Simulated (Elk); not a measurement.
# CmSi2: which magnetic order is lowest, part 3 of 3

Wanted: the moments of CmSi2 and the energy of each order that was tried.

Elk 11.2.3 (patched build); LDA (Perdew-Wang) with U = 5.50 eV, J = 0.50 eV on Cm f; all-electron APW+lo, Dirac cores, scalar-relativistic bands.

So far. Step 3 (Run 2 (antiferro +-)): It lies 20.7 meV a seeded atom under the first start, and its largest moment is 6.99 μB against 6.91 μB. Step 4 (Run 3 (no spin polarisation)): It lies 5615 meV a seeded atom over the first start.

## Step 5: An attempt with other settings

A slip in the input shows what the program catches and what it lets pass.

File elk.in:

```
tasks
  0

xctype
  3

rgkmax
  7.0

nempty
  8

swidth
  0.001

reducebf
  0.7

epsengy
  1e-05

maxscl
  100

lmaxi
  3

spinpol
  .true.

sppath
  './'

avec
  -3.74449231595 3.74449231595 12.96352121493
  3.74449231595 -3.74449231595 12.96352121493
  3.74449231595 3.74449231595 -12.96352121493

atoms
  2
  'Cm.in'
  2
  0.0000000000 0.0000000000 0.0000000000   0.000000 0.000000 -0.750000
  0.7500000000 0.2500000000 0.5000000000   0.000000 0.000000 -0.750000
  'Si.in'
  4
  0.4170000000 0.4170000000 0.0000000000   0.000000 0.000000 0.000000
  0.1670000000 0.6670000000 0.5000000000   0.000000 0.000000 0.000000
  0.3330000000 0.8330000000 0.5000000000   0.000000 0.000000 0.000000
  0.5830000000 0.5830000000 0.0000000000   0.000000 0.000000 0.000000

ngridk
  1 1 1

dft+u
  1 1
  1 3 0.202121 0.018375
```

On the command line:

```
OMP_NUM_THREADS=4 elk
```

Numbers of over 12 decimals in the logs are rounded to 6 here.

Log:

```text
Warning(init1): few empty states an atom for a second variation :    8.000000000
 they are its basis, with spin, DFT+U, afieldc (12 by default), in Hartree-Fock and RDMFT; 30 and more for pressures
Warning(gndstate): core states of species 2 leak from the muffin-tin :   0.2040215478E-02
Warning(gndstate): forces or DFT+U at lmaxo under 8 : 6
  [figures from our tests cut]: type lmaxo 8 and lmaxapw 10

--- INFO.OUT ---
┌─────────────────────────┐
│ Elk code version 11.2.3 │
└─────────────────────────┘

All units are atomic (Hartree, Bohr, etc.)

┌─────────────────────────────────────────────────┐
│ Ground-state run starting from atomic densities │
└─────────────────────────────────────────────────┘

Lattice vectors :
  -3.744492316       3.744492316       12.96352121
   3.744492316      -3.744492316       12.96352121
   3.744492316       3.744492316      -12.96352121

Species : 1 (Cm)
 parameters loaded from : Cm.in
 name : curium
 nuclear charge    :   -96.00000000
 electronic charge :    96.00000000
 atomic mass :    450253.4561
 muffin-tin radius :    3.000000000
 number of radial points in muffin-tin :    797
 inner part over the whole radius :   0.9819647586E-02
 number on inner part of muffin-tin    :    574
 approximate nuclear radius :   0.1109296213E-03
 number of mesh points to nuclear radius :    305
 atomic positions (lattice), magnetic fields (Cartesian) :
  1 :   0.12500000  0.37500000  0.25000000    0.00000000  0.00000000 -0.75000000
  2 :  -0.12500000 -0.37500000 -0.25000000    0.00000000  0.00000000 -0.75000000

Species : 2 (Si)
 parameters loaded from : Si.in
 name : silicon
 nuclear charge    :   -14.00000000
 electronic charge :    14.00000000
 atomic mass :    51196.73458
 muffin-tin radius :    2.126944522
 number of radial points in muffin-tin :    397
 inner part over the whole radius :   0.9624924325E-02
 number on inner part of muffin-tin    :    276
 approximate nuclear radius :   0.5963282101E-04
 number of mesh points to nuclear radius :    124
 atomic positions (lattice), magnetic fields (Cartesian) :
  1 :  -0.45800000 -0.20800000  0.25000000    0.00000000  0.00000000  0.00000000
  2 :   0.29200000  0.04200000 -0.25000000    0.00000000  0.00000000  0.00000000
  3 :   0.45800000  0.20800000 -0.25000000    0.00000000  0.00000000  0.00000000
  4 :  -0.29200000 -0.04200000  0.25000000    0.00000000  0.00000000  0.00000000

Total number of atoms per unit cell :    6
Total muffin-tin volume :    387.4139918
 ratio of muffin-tin to unit cell volume :   0.5328518035

Spin treatment :
 spin-polarised
 global magnetic field (Cartesian) :    0.000000000       0.000000000       0.000000000
 collinear magnetisation in z-direction

Number of Bravais lattice symmetries :   16
Number of crystal symmetries         :   16
Crystal has inversion symmetry
Real symmetric eigensolver will be used

k-point grid :      1     1     1
k-point offset :    0.000000000       0.000000000       0.000000000
k-point set is reduced with full crystal symmetry group
Total number of k-points :        1

Muffin-tin radius times maximum |G+k| :    7.000000000
 using average radius
Maximum |G+k| for APW functions       :    2.894998790
Maximum (1/2)|G+k|²                   :    4.190508996
Maximum |G| for potential and density :    12.00000000
Constant for pseudocharge density :    9
 order of it for each species :   16  16
 order of it for pair densities of each species (exact exchange by exxq0 0: 16) :   15   6
Radial integration step length :    1

G-vector grid sizes :     54    54    54
Number of G-vectors :    21189

Maximum angular momentum used for
 APW functions            :    8
 outer part of muffin-tin :    6
 inner part of muffin-tin :    3

Number of empty states         :     48
Total number of valence states :    150
Total number of core states    :    196

Third-order local-orbitals added for an l without core states : T
Total number of local-orbitals :     70

Exchange-correlation functional :      3     0     0
 Perdew-Wang/Ceperley-Alder, Phys. Rev. B 45, 13244 (1992)
 gradient requirement :    0
 local density approximation (LDA)

DFT+U calculation
 fully localised limit (FLL)
 see Phys. Rev. B 52, R5467 (1995)
 species : 1 (Cm), l = 3, U =   0.20212100, J =   0.01837500

Smearing type :    3
 Fermi-Dirac
Smearing width :   0.1000000000E-02
Effective electronic temperature (K) :    315.7750248

Mixing type :    3
 Broyden mixing, J. Phys. A: Math. Gen. 17, L317 (1984)

Kohn-Sham potential initialised from atomic data

┌──────────────────────────────┐
│ Self-consistent loop started │
└──────────────────────────────┘

[... earlier loops left out ...]

┌──────────────────┐
│ Loop number : 28 │
└──────────────────┘

Energies :
 Fermi                       :     0.363519
 sum of occupied eigenvalues :     -40330.817736702
 electron kinetic            :      80085.011371270
 core electron kinetic       :      79670.588000492
 Coulomb                     :     -142857.67333145
 Coulomb potential           :     -118973.16989601
 nuclear-nuclear             :     -4402.8592507319
 electron-nuclear            :     -158008.56319254
 Hartree                     :      19553.749111813
 Madelung                    :     -83371.088383452
 xc potential                :     -1441.7635776871
 xc effective B-field        :    -0.895628
 external B-field            :      0.000000
 exchange                    :     -1061.6773397686
 correlation                 :     -24.867553832615
 DFT+U                       :      1.227626
 electron entropic           :    -0.27352178172378E-05
 total energy                :     -63857.979230912
 (external B-field energy excluded from total)

Density of states at Fermi energy :   0.2766455814
 (states/Hartree/unit cell)

Estimated indirect band gap :   0.1777128793E-01
 from k-point 1 to k-point 1
Estimated direct band gap   :   0.1777128793E-01
 at k-point 1

Charges :
 core                        :    196.0000000
 valence                     :    52.00000000
 interstitial                :    10.03699311
 muffin-tins (core leakage)
  species : 1 (Cm)
   atom 1                    :    94.55265767     (  0.3137664147E-04)
   atom 2                    :    94.55265767     (  0.3137664147E-04)
  species : 2 (Si)
   atom 1                    :    12.21442289     (  0.2040215478E-02)
   atom 2                    :    12.21442289     (  0.2040215478E-02)
   atom 3                    :    12.21442289     (  0.2040215478E-02)
   atom 4                    :    12.21442289     (  0.2040215478E-02)
 total in muffin-tins        :    237.9630069
 total calculated charge     :    247.9914168
 total charge                :    248.0000000
 error                       :   0.8583239487E-02

Moments :
 interstitial                :  -0.4667946057
 muffin-tins
  species : 1 (Cm)
   atom 1                    :    6.662889727
   atom 2                    :    6.662889727
  species : 2 (Si)
   atom 1                    :  -0.2146911919
   atom 2                    :  -0.2146911919
   atom 3                    :  -0.2146911919
   atom 4                    :  -0.2146911919
 total in muffin-tins        :    12.46701469
 total moment                :    12.00022008

┌──────────────────────────────┐
│ Self-consistent loop stopped │
└──────────────────────────────┘

Warning : core states of species 2 leak from the muffin-tin :   0.2040215478E-02

Warning : forces or DFT+U at lmaxo under 8 : 6

Wrote STATE.OUT
```

The job ended after 24 s (4 threads of Arm Neoverse V2, shared host; peak memory 0.29 GiB; 36 s of CPU time).

Convergence was reached, yet the input spoils the result.

The fault in the input: one k-point for a small cell.

The largest moment is 6.66 μB against 6.91 μB in the first run, and the free energy lies +8.15 eV from it.

A single point can't sample the zone of a small cell; the mesh must follow the cell's size.

## Step 6: Energies of the orders

These are free energies at a smearing of 0.0272 eV, so its entropy term is in the differences. They are divided by the number of seeded atoms, so that cells of unlike size compare.

Orders:

| start | final state | typed order kept | energy over the lowest (meV a seeded atom) | largest sphere moment (μB) | net moment (μB a primitive cell) | DOS at the Fermi level (states/eV a primitive cell) | mesh matched | CPU time (s) |
| --- | --- | --- | --- | --- | --- | --- | --- | --- |
| ferro ++ | ferromagnetic | yes | 20.75 | 6.909 | 13.75 | 3.433 | yes | 1621 |
| antiferro +- | antiferromagnetic | yes | 0 | 6.994 | 0 | 3.285 | yes | 1117 |
| no spin polarisation | non-magnetic | - | 5636 | 0 | 0 | 1.451 | yes | 719.4 |

## Step 7: What came out

```yaml
lowest_state_found: antiferromagnetic (typed antiferro +-)
largest_site_moment: 6.99 μB
next_state: ferromagnetic, 20.7 meV a seeded atom higher
run_without_spin_seeds_over_the_lowest: 5636 meV a seeded atom
```

**Reading.** The lowest state found is antiferromagnetic, reached from the start antiferro +-, with moments up to 6.99 μB. The next state costs 21 meV a seeded atom. Under a U a spinless open shell is left with part-filled orbitals, which the U penalises, so its energy is no clean measure of what the moments gain. Only 3 starts are shown; other collinear patterns, canted and longer-period orders are not. Open f shells have many stationary orbital fillings, so the state need not be the lowest, and spin-only moments miss the orbital part. Spin–orbit coupling, which these energies lack, is strong in these shells and can change the state in kind.

[Logs and program files are shortened in this print: banners, set-up blocks, solver, clock and traceback lines can be left out without a mark of their own.]

[Logs are printed without paths, hosts, clocks, repeated set-up lines and the standing remarks that a program may print on its own settings, such as how far it seeks lower states.]

[Hosts, paths, dates, database ids (printed as entryN), source tags and the programs' standing remarks are cut or masked in the printed files.]

[Where a cell is said to come from a database of computed structures, the database is the Materials Project.]
